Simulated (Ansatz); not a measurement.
# How well the gap of BaSr2Ti3O9 (perovskite [001] superlattice) (P4mm) can be computed

Wanted: the gap of BaSr2Ti3O9 (perovskite [001] superlattice) (P4mm) by functionals, hybrids and G0W0, carried to the basis limit, with what remains uncertain.

Main program and level: Ansatz 0.2.0; density functionals, hybrids, G0W0, plane waves, PAW.

The structure was built from a prototype and need not be the compound's stable phase.

**1. Starting point**

The structure is tetragonal, space group P4mm (No. 99). Conventional cell: a = 3.952 Å, b = 3.952 Å, c = 11.764 Å, α = 90.00°, β = 90.00°, γ = 90.00°. Nearest to Sr lie 12 O at 2.76 to 2.83 Å. Nearest to O lie 2 Ti at 1.93 to 2.02 Å and 4 Sr at 2.79 Å. Nearest to Ti lie 6 O at 1.93 to 1.98 Å. Nearest to O lie 2 Ti at 1.98 Å and 4 Sr at 2.76 Å. Nearest to Sr lie 12 O at 2.76 to 2.79 Å. Nearest to O lie 2 Ti at 1.93 Å and 4 Sr at 2.79 Å. It derives from SrTiO3. Farther neighbours and most contacts between anions are not listed.

The start is a generated structure, not a measured one. Spin-orbit coupling is left out unless a step names it.

**2. Relaxing the structure**

Gaps follow bond lengths, so the structure is brought to rest first.

This step: DFT, PBEsol, plane waves, PAW; PAW set soft_1.

input.yaml reads:

```yaml
crystal:
  lattice:
    - [3.9525, 0.0, 0.0]
    - [0.0, 3.9525, 0.0]
    - [0.0, 0.0, 11.7642125237]
  atoms:
    - { symbol: Sr, position: [0.0, 0.0, 0.0860251129] }
    - { symbol: O, position: [0.5, 0.5, 0.0860251129] }
    - { symbol: Ti, position: [0.5, 0.5, 0.25] }
    - { symbol: O, position: [0.5, 0.0, 0.25] }
    - { symbol: O, position: [0.0, 0.5, 0.25] }
    - { symbol: Sr, position: [0.0, 0.0, 0.4139748871] }
    - { symbol: O, position: [0.5, 0.5, 0.4139748871] }
    - { symbol: Ti, position: [0.5, 0.5, 0.5779497742] }
    - { symbol: O, position: [0.5, 0.0, 0.5779497742] }
    - { symbol: O, position: [0.0, 0.5, 0.5779497742] }
    - { symbol: Ba, position: [0.0, 0.0, 0.7419246614] }
    - { symbol: O, position: [0.5, 0.5, 0.7419246614] }
    - { symbol: Ti, position: [0.5, 0.5, 0.9139748871] }
    - { symbol: O, position: [0.5, 0.0, 0.9139748871] }
    - { symbol: O, position: [0.0, 0.5, 0.9139748871] }
kpoints:
  mp_grid: { grid: [6, 6, 2] }
hamiltonian:
  xc: pbesol
  pseudopotentials: { kind: paw, azcp: { folder: soft_1 }, xc_functional: pbe }
scf:
  occupations: { method: fermi_dirac, width: 0.02 }
relax:
  f_tol: 0.015
  max_steps: 100
  cell: {}
```

Command:

```sh
ansatz run input.yaml --threads 3 --pin off --max-ram 92160MiB --backend cuda --events-out ev --progress --plain --runs-dir out --devices 1 --max-vram 13GiB
```

Numbers of over 12 decimals in the logs are rounded to 6 here.

What it wrote:

```text
GPUs: using 1 of 1 available (devices: 1).
Engine: ansatz 0.2.0, x86_64-unknown-linux-gnu
Pseudopotentials: kind: paw
Pseudopotential: Sr, paw, valence charge 10, recommended cutoff 420 eV (normal), soft_1/Sr.paw.azcp
Pseudopotential: O, paw, valence charge 6, recommended cutoff 420 eV (normal), soft_1/O.paw.azcp
Pseudopotential: Ti, paw, valence charge 12, recommended cutoff 420 eV (normal), soft_1/Ti.paw.azcp
Pseudopotential: Ba, paw, valence charge 10, recommended cutoff 420 eV (normal), soft_1/Ba.paw.azcp
Functional definition: PBEsol
  exchange = pbesol_x
  correlation = pbesol_c
device memory: the entry about to start is reckoned to put 3.7 GiB on a device that reports 46.5 GiB free (of which the cap on the GPU budget leaves the run 13.0 GiB)
GPU FFT provider: cuFFT
GPU libraries: cuBLAS 13.8.2, cuFFT 12.4.0, cuSOLVER 12.3.4
Crystal: 15 atoms, lattice volume = 183.784 Å³
Basis set: ecut = 420 eV, 3615 PW (Γ), exchange–correlation on 54×54×160 points (8 copies of the dense FFT grid, shifted against one another)
Bands: 75, of which v1, the nominal top of the filled ones, is band 60 counted from 1 (59 counted from 0)
Symmetry: 8 space group operations
Space group: P4mm (ITA 99), of the structure as read, at distance tolerance 5.7e-5 Å
k-points: 20 of 72
Non-local potential: Sr, projectors of the file, l = 0: 3, l = 1: 2, l = 2: 2
Non-local potential: O, projectors of the file, l = 0: 2, l = 1: 2, l = 2: 1
Non-local potential: Ti, projectors of the file, l = 0: 3, l = 1: 2, l = 2: 3, l = 3: 1
Non-local potential: Ba, projectors of the file, l = 0: 3, l = 1: 2, l = 2: 2, l = 3: 2
PAW form: soft (Blöchl's): semilocal exchange-correlation on the pseudo side does not see the compensation charge
PAW frozen core: Sr, regenerated for the run's functional, and the local potential with it (the file was generated under x = pbe(κ = 0.804, μ = 0.219515), c = pbe(β = 0.066725))
PAW frozen core: O, regenerated for the run's functional, and the local potential with it (the file was generated under x = pbe(κ = 0.804, μ = 0.219515), c = pbe(β = 0.066725))
PAW frozen core: Ti, regenerated for the run's functional, and the local potential with it (the file was generated under x = pbe(κ = 0.804, μ = 0.219515), c = pbe(β = 0.066725))
PAW frozen core: Ba, regenerated for the run's functional, and the local potential with it (the file was generated under x = pbe(κ = 0.804, μ = 0.219515), c = pbe(β = 0.066725))
PAW one-centre angular grid: Sr, 110 points (default); XC on 64 Gauss nodes
PAW one-centre angular grid: O, 110 points (default); XC on 64 Gauss nodes
PAW one-centre angular grid: Ti, 590 points (default); XC on 64 Gauss nodes
PAW one-centre angular grid: Ba, 194 points (default); XC on 64 Gauss nodes
[...]
E_band       = -543.151082
  E_kinetic    = 2986.001379
  E_local      = -7077.541896  (includes V_loc(G=0)·N_el)
  E_nonlocal   = 1212.271871
  E_hartree    = 2533.956469
  E_xc         = -1537.174031
  E_vxc        = -1705.284517  (∫ρ·V_xc dr)
  E_paw        = -14846.472970  (= ΣΔE_a)
  E_vpaw       = -1026.517196  (= ΣTr[D̂ρ^β])
  E_aug_tail   = 0.006624  (compensation charges beyond the density's cutoff)
  E_ewald      = -8614.369514
  E_core_change = 1.155878  (= ΣΔE_core)
  E_smearing   = -0.000000  (= −TS)
  E_closure    = 0.000000  (closes the sum)
  Σ components = -25342.166188   (vs F -25342.166188, Δ=0.00e0)
--- Forces (eV/Å), atoms counted from 1 ---
  atom   1  Sr    -0.00000000     0.00000000    -0.00028315
  atom   2  O      0.00000000    -0.00000000     0.00005153
  atom   3  Ti    -0.00000000     0.00000000    -0.00239997
  atom   4  O      0.00000000     0.00000000     0.00042821
  atom   5  O     -0.00000000    -0.00000000     0.00042821
  atom   6  Sr     0.00000000    -0.00000000     0.00026431
  atom   7  O      0.00000000    -0.00000000     0.00195859
  atom   8  Ti     0.00000000    -0.00000000     0.00031943
[...]
atom  12  O      0.00000000    -0.00000000     0.00126886
  atom  13  Ti     0.00000000    -0.00000000     0.00007750
  atom  14  O      0.00000000     0.00000000     0.00010480
  atom  15  O     -0.00000000    -0.00000000     0.00010480
  max |Σ_I F_I| component: 1.43e-5 eV/Å
--- Stress (GPa, compression-positive) ---
       -0.006117       0.000000       0.000000
        0.000000      -0.006117       0.000000
        0.000000       0.000000       0.015195
  P = ⅓ Tr σ = 0.0010 GPa (0.010 kbar)
--- Band table (eV; the first three rows and the last of 20) ---
  k-point 0: bands = [... 56 lower, 9.4907, 9.7008, 9.7259, 9.7259, 11.9830, 12.0789, 12.1309, 12.1873, ... 11 higher]
  k-point 1: bands = [... 56 lower, 9.6038, 9.6038, 9.6569, 9.6569, 12.0144, 12.0261, 12.1524, 12.6621, ... 11 higher]
  k-point 2: bands = [... 56 lower, 9.1689, 9.2240, 9.5130, 9.6109, 12.2165, 12.5591, 12.6062, 12.6125, ... 11 higher]
  k-point 19: bands = [... 56 lower, 10.0356, 10.0550, 10.0698, 10.1265, 14.0706, 14.0706, 14.0955, 14.0955, ... 11 higher]
--- Relaxed structure (24 steps of the walk, 23 accepted, 2 SCFs on fresh bases) ---
  F+E_penalty+E_count = -25342.16618836 eV   max|allowed force component| = 2.401e-3 eV/Å   (the final SCF, on the basis selected at the relaxed cell)
  cell:  # Å, volume = 181.1991 Å³
    - [3.912343, 0.0, 0]
    - [0.0, 3.912343, 0.0]
    - [0, 0.0, 11.838103]
  atoms:
    - { symbol: Sr, position: [0, 0.0, 0.086919] }
    - { symbol: O, position: [0.5, 0.5, 0.080136] }
    - { symbol: Ti, position: [0.5, 0.5, 0.252720] }
    - { symbol: O, position: [0.5, 0.0, 0.244167] }
    - { symbol: O, position: [0, 0.5, 0.244167] }
    - { symbol: Sr, position: [0, 0.0, 0.416039] }
    - { symbol: O, position: [0.5, 0.5, 0.409480] }
    - { symbol: Ti, position: [0.5, 0.5, 0.581943] }
    - { symbol: O, position: [0.5, 0.0, 0.571562] }
    - { symbol: O, position: [0, 0.5, 0.571562] }
    - { symbol: Ba, position: [0, 0.0, 0.749748] }
    - { symbol: O, position: [0.5, 0.5, 0.742109] }
    - { symbol: Ti, position: [0.5, 0.5, 0.924182] }
    - { symbol: O, position: [0.5, 0.0, 0.917444] }
    - { symbol: O, position: [0, 0.5, 0.917444] }
[key lines of the parts left out:]
SCF converged after 6 iterations
Free energy (F): -25342.166188 eV
Fermi energy:    11.058929 eV
```

Elapsed: 69 s, on 1 × NVIDIA H100 80GB HBM3 (shared by 6 runs) with 3 threads of AMD EPYC 7R13 (Zen 3), shared host; peak memory 1 GiB; 2.2 min of CPU time.

Relaxation path (22 of 26):

| step | energy less that of the first step (eV) | largest force component (eV/Å) | pressure (GPa) | volume (Å³) |
| --- | --- | --- | --- | --- |
| 1 | 0.0000 | 1.0225 | -2.89 | 183.78 |
| 2 | -0.0654 | 1.1907 | 0.05 | 180.55 |
| 3 | -0.1509 | 0.3056 | 0.64 | 179.87 |
| 5 | -0.1571 | 0.0475 | 0.02 | 180.50 |
| 6 | -0.1571 | 0.0391 | -0.03 | 180.53 |
| 7 | -0.1573 | 0.0062 | 0.00 | 180.51 |
| 8 | -0.1573 | 0.0058 | 0.00 | 180.51 |
| 9 | -0.1573 | 0.0065 | 0.01 | 180.50 |
| 11 | -0.1573 | 0.0079 | 0.00 | 180.50 |
| 12 | -0.1573 | 0.0089 | 0.00 | 180.51 |
| 13 | -0.1573 | 0.0106 | 0.00 | 180.51 |
| 14 | -0.1576 | 0.0166 | 0.01 | 180.51 |
| 15 | -0.1589 | 0.0262 | 0.03 | 180.54 |
| 16 | -0.1630 | 0.0381 | 0.16 | 180.64 |
| 18 | -0.1603 | 0.1478 | -0.81 | 181.78 |
| 19 | -0.1642 | 0.0938 | -0.19 | 181.11 |
| 20 | -0.1658 | 0.0553 | 0.04 | 181.21 |
| 21 | -0.1659 | 0.0285 | -0.01 | 181.25 |
| 22 | -0.1659 | 0.0180 | 0.00 | 181.25 |
| 24* | -0.1609 | 0.0031 | -0.05 | 181.24 |
| 25 | -0.1610 | 0.0024 | 0.00 | 181.20 |
| 26* | -0.1608 | 0.0024 | 0.00 | 181.20 |

Relaxation steps marked * repeat the geometry before them on a plane-wave basis chosen anew for their cell, so energy and pressure can jump there. Other such steps can lie between the rows shown. Relaxation step 17 was tried and not accepted.

Forces are held to the 8 operations that the run works with; a distortion that breaks them can't arise in this run.

| conventional cell, symmetrised | before | after | change |
| --- | --- | --- | --- |
| a (Å) | 3.952 | 3.912 | -1.0 % |
| b (Å) | 3.952 | 3.912 | -1.0 % |
| c (Å) | 11.764 | 11.838 | +0.6 % |
| volume (Å³/atom) | 12.25 | 12.08 | -1.4 % |

The atoms that moved most (Å, as changes of fractional coordinates times the final cell):

| atom | dx | dy | dz | length |
| --- | --- | --- | --- | --- |
| Ti13 | 0.000 | 0.000 | 0.121 | 0.121 |
| Ba11 | 0.000 | 0.000 | 0.093 | 0.093 |
| O9 | 0.000 | 0.000 | -0.076 | 0.076 |
| O10 | 0.000 | 0.000 | -0.076 | 0.076 |
| O2 | 0.000 | 0.000 | -0.070 | 0.070 |
| O4 | 0.000 | 0.000 | -0.069 | 0.069 |
| O5 | 0.000 | 0.000 | -0.069 | 0.069 |
| O7 | 0.000 | 0.000 | -0.053 | 0.053 |

**3. PBEsol bands**

Levels along a band path, at the cheap level, show where the edges lie and whether the meshes to come will hold them.

input.yaml reads:

```yaml
crystal:
  lattice:
    - [3.9123432176, 0.0, 0.0]
    - [0.0, 3.9123432176, 0.0]
    - [0.0, 0.0, 11.8381029905]
  atoms:
    - { symbol: Sr, position: [0.0, 0.0, 0.0869191166] }
    - { symbol: O, position: [0.5, 0.5, 0.0801360104] }
    - { symbol: Ti, position: [0.5, 0.5, 0.2527204528] }
    - { symbol: O, position: [0.5, 0.0, 0.244166961] }
    - { symbol: O, position: [0.0, 0.5, 0.244166961] }
    - { symbol: Sr, position: [0.0, 0.0, 0.4160386449] }
    - { symbol: O, position: [0.5, 0.5, 0.4094797844] }
    - { symbol: Ti, position: [0.5, 0.5, 0.5819432431] }
    - { symbol: O, position: [0.5, 0.0, 0.5715622087] }
    - { symbol: O, position: [0.0, 0.5, 0.5715622087] }
    - { symbol: Ba, position: [0.0, 0.0, 0.74974787] }
    - { symbol: O, position: [0.5, 0.5, 0.7421089578] }
    - { symbol: Ti, position: [0.5, 0.5, 0.9241821691] }
    - { symbol: O, position: [0.5, 0.0, 0.9174443591] }
    - { symbol: O, position: [0.0, 0.5, 0.9174443591] }
kpoints:
  mp_grid: { grid: [6, 6, 2] }
  band_path:
    path:
      - [[0.0, 0.0, 0.0], [0.0, 0.5, 0.0], [0.5, 0.5, 0.0], [0.0, 0.0, 0.0], [0.0, 0.0, 0.5], [0.0, 0.5, 0.5], [0.5, 0.5, 0.5], [0.0, 0.0, 0.5]]
      - [[0.0, 0.5, 0.0], [0.0, 0.5, 0.5]]
      - [[0.5, 0.5, 0.0], [0.5, 0.5, 0.5]]
    npoints: 10
hamiltonian:
  xc: pbesol
  pseudopotentials: { kind: paw, azcp: { folder: soft_1 }, xc_functional: pbe }
scf:
  occupations: { method: fermi_dirac, width: 0.02 }
  n_extra_bands: 9
output:
  eigenvalues: true
  forces: true
  stress: true
  write_density: true
  write_potential: true
  elf: true
  volumetric_format: npy
```

What it wrote:

```text
[...]
GPUs: using 1 of 1 available (devices: 1).
[...]
GPU FFT provider: cuFFT
GPU libraries: cuBLAS 13.8.2, cuFFT 12.4.0, cuSOLVER 12.3.4
Crystal: 15 atoms, lattice volume = 181.199 Å³
Basis set: ecut = 420 eV, 3567 PW (Γ), exchange–correlation on 54×54×160 points (8 copies of the dense FFT grid, shifted against one another)
Bands: 69, of which v1, the nominal top of the filled ones, is band 60 counted from 1 (59 counted from 0)
Symmetry: 8 space group operations
[...]
k-points: 20 of 72
[...]
GPU buffer pool allocated for 58320 grid points (all kernels)
[...]
SCF iter   1: F=—  HF=-25343.335970 eV  |F-HF|=—  |Δ(HF+E_count)|=         —  Δρ=5.42e-2  dr2=6.39e0  ethr=3.10e-3  ⟨swp⟩=9.3  Hψ=6142  notcnv=0
[...]
SCF iter   9: F=-25342.166188 eV  HF=-25342.166188 eV  |F-HF|=1.86e-8  |Δ(HF+E_count)|=   1.21e-8  Δρ=5.26e-6  dr2=4.52e-8  ethr=8.33e-11  ⟨swp⟩=19.6  Hψ=13965  notcnv=0
SCF 1 converged in 9 iterations: F = -25342.166188 eV  dr2 = 4.52e-8
  Residual-converged pass: ⟨swp⟩=1.1  Hψ=1461  notcnv=0  max |occ|·‖R‖ = 7.0e-9 eV (tolerance 1.0e-8 eV)  dr2=4.52e-8  dr2_onsite=6.29e-9  max |Δocc| = 0.0e0
[...]
NSCF: frozen V_eff on 93 k-points
SCF converged after 9 iterations
Free energy (F): -25342.166188 eV
[...]
Internal energy: -25342.166188 eV  (E = F + TS)
E sigma→0 (E₀):  -25342.166188 eV
Fermi energy:    11.058915 eV
[...]
--- Forces (eV/Å), atoms counted from 1 ---
  atom   1  Sr     0.00000000     0.00000000    -0.00035890
  atom   2  O     -0.00000000     0.00000000    -0.00000555
  atom   3  Ti    -0.00000000     0.00000000    -0.00239812
  atom   4  O     -0.00000000     0.00000000     0.00042168
  atom   5  O     -0.00000000     0.00000000     0.00042168
  atom   6  Sr    -0.00000000     0.00000000     0.00037678
  atom   7  O      0.00000000     0.00000000     0.00197652
  atom   8  Ti     0.00000000     0.00000000     0.00025795
  atom   9  O     -0.00000000     0.00000000    -0.00026575
  atom  10  O      0.00000000     0.00000000    -0.00026575
  atom  11  Ba    -0.00000000     0.00000000    -0.00180640
  atom  12  O      0.00000000     0.00000000     0.00126739
  atom  13  Ti    -0.00000000     0.00000000     0.00014061
  atom  14  O      0.00000000     0.00000000     0.00011313
  atom  15  O     -0.00000000     0.00000000     0.00011313
  max |Σ_I F_I| component: 1.16e-5 eV/Å
--- Stress (GPa, compression-positive) ---
       -0.006246       0.000000       0.000000
        0.000000      -0.006246       0.000000
       -0.000000       0.000000       0.015051
  P = ⅓ Tr σ = 0.0009 GPa (0.009 kbar)
--- Band table (eV; the first three rows and the last of 20) ---
  k-point 0: bands = [... 56 lower, 9.4907, 9.7008, 9.7259, 9.7259, 11.9829, 12.0788, 12.1309, 12.1873, ... 5 higher]
  k-point 1: bands = [... 56 lower, 9.6038, 9.6038, 9.6568, 9.6568, 12.0143, 12.0260, 12.1524, 12.6621, ... 5 higher]
  k-point 2: bands = [... 56 lower, 9.1690, 9.2240, 9.5130, 9.6109, 12.2165, 12.5591, 12.6062, 12.6124, ... 5 higher]
  k-point 19: bands = [... 56 lower, 10.0356, 10.0550, 10.0697, 10.1265, 14.0705, 14.0705, 14.0955, 14.0955, ... 5 higher]
```

Elapsed: 9.9 s, on 1 × NVIDIA H100 80GB HBM3 (shared by 6 runs) with 3 threads; peak memory 1.1 GiB; 14 s of CPU time.

In the SCF lines HF is the Harris–Foulkes energy and dr2 the Hartree energy of the density residual, in eV; the loop may stop once dr2 is under the threshold and the program's other checks hold. Hψ counts applications of the Hamiltonian.

Numbers from this step:

| Quantity | Value |
| --- | --- |
| pressure | 8.53e-4 GPa |
| filled bands | 60 |
| gap | 1.856 eV |
| valence top at | A |
| conduction bottom at | Γ |
| least direct gap | 2.257 eV |

The gap is indirect, with the least direct gap 0.40 eV higher.

The electronic bands at the labelled points (eV, zero at the top of the highest nominally filled band):

| point | band 57 | band 58 | band 59 | band 60 | band 61 | band 62 | band 63 | band 64 |
| --- | --- | --- | --- | --- | --- | --- | --- | --- |
| Γ | -0.64 | -0.43 | -0.40 | -0.40 | 1.86 | 1.95 | 2.00 | 2.06 |
| halfway | -0.75 | -0.71 | -0.71 | -0.62 | 2.13 | 2.91 | 2.93 | 2.95 |
| X | -0.94 | -0.83 | -0.46 | -0.32 | 2.20 | 3.37 | 3.52 | 3.77 |
| halfway | -0.68 | -0.61 | -0.42 | -0.31 | 2.98 | 3.73 | 3.81 | 3.82 |
| M | -0.35 | -0.08 | -0.04 | -0.01 | 3.83 | 3.83 | 4.23 | 4.23 |
| halfway | -0.83 | -0.71 | -0.62 | -0.60 | 2.85 | 3.05 | 3.30 | 3.43 |
| Γ | -0.64 | -0.43 | -0.40 | -0.40 | 1.86 | 1.95 | 2.00 | 2.06 |
| halfway | -0.58 | -0.58 | -0.43 | -0.43 | 1.87 | 1.93 | 2.02 | 2.20 |
| Z | -0.52 | -0.52 | -0.47 | -0.47 | 1.89 | 1.90 | 2.03 | 2.54 |
| halfway | -0.93 | -0.89 | -0.81 | -0.68 | 2.57 | 2.60 | 2.93 | 2.96 |
| R | -1.18 | -1.16 | -1.00 | -0.16 | 2.63 | 2.67 | 3.77 | 3.80 |
| halfway | -0.65 | -0.62 | -0.62 | -0.12 | 3.22 | 3.25 | 3.88 | 3.91 |
| A | -0.09 | -0.07 | -0.06 | 0.00 | 3.94 | 3.94 | 3.97 | 3.97 |
| halfway | -0.82 | -0.73 | -0.71 | -0.58 | 3.08 | 3.12 | 3.20 | 3.21 |
| Z | -0.52 | -0.52 | -0.47 | -0.47 | 1.89 | 1.90 | 2.03 | 2.54 |
| jump to X | -0.94 | -0.83 | -0.46 | -0.32 | 2.20 | 3.37 | 3.52 | 3.77 |
| halfway | -1.01 | -0.97 | -0.69 | -0.21 | 2.33 | 3.05 | 3.73 | 3.77 |
| R | -1.18 | -1.16 | -1.00 | -0.16 | 2.63 | 2.67 | 3.77 | 3.80 |
| jump to M | -0.35 | -0.08 | -0.04 | -0.01 | 3.83 | 3.83 | 4.23 | 4.23 |
| halfway | -0.17 | -0.08 | -0.05 | 0.00 | 3.86 | 3.86 | 4.10 | 4.10 |
| A | -0.09 | -0.07 | -0.06 | 0.00 | 3.94 | 3.94 | 3.97 | 3.97 |

Electrostatic potential energy in the ca plane at fractional y = 0.000, with atoms of Sr and O and Ba within 0.2 Å of it. With pseudopotentials it is smooth inside the atoms' cores, unlike the true potential.

Ten even steps from '0' (-117 eV) to '9' (14 eV), each cell a mean:
```
840038999998400389999986446899999
986579999999866899999987667899999
999999999999999999999999889999999
999999987899999999778999999998789
999999866799999998667999999997668
999999976799999998667999999997679
999999998999999999989999999999899
998889999999888899999998778999999
962258999998622689999986556899999
830027999998200289999975445799999
```
Columns run along c (11.8 Å; values clipped at the 3rd and 97th percentile), rows up along a (3.9 Å). Atoms in or near the plane, at fractional coordinates: Sr at (0.09, 0.00), O at (0.24, 0.50), Sr at (0.42, 0.00), O at (0.57, 0.50), Ba at (0.75, 0.00), O at (0.92, 0.50).

Valence density in the ca plane at fractional y = 0.000, with atoms of Sr and O and Ba within 0.2 Å of it. It is the smooth field of the valence electrons, not physical close to the nuclei.

Ten even steps from '0' (0.0 e/Å³) to '9' (7.5 e/Å³), each cell a mean:
```
023331000001233200000011111100000
012210000000122100000001111000000
000000000000000000000000000000000
000000023200000001331000000002320
000000279510000002894000000015961
000000157300000002663000000014741
000000011100000000110000000001110
001100000000011000000000110000000
013320000000233200000001111000000
022231000001322310000011001100000
```
Columns run along c (11.8 Å), rows up along a (3.9 Å). Atoms in or near the plane, at fractional coordinates: Sr at (0.09, 0.00), O at (0.24, 0.50), Sr at (0.42, 0.00), O at (0.57, 0.50), Ba at (0.75, 0.00), O at (0.92, 0.50).

(Continued in part 2 of 2.)

[Paths, hosts, dates, memory and timing lines, banners, echoed tables and standing remarks are left out of the program output.]

[Logs are printed without paths, hosts, clocks, repeated set-up lines and the standing remarks that a program may print on its own settings, such as how far it seeks lower states.]

[Runs of the session that timed out or met a known fault of the program may be left out.]

[Cells called generated may have been cut or substituted from an entry of the Crystallography Open Database or the Materials Project.]

[Hosts, paths, dates, database ids (printed as entryN), source tags and the programs' standing remarks are cut or masked in the printed files.]
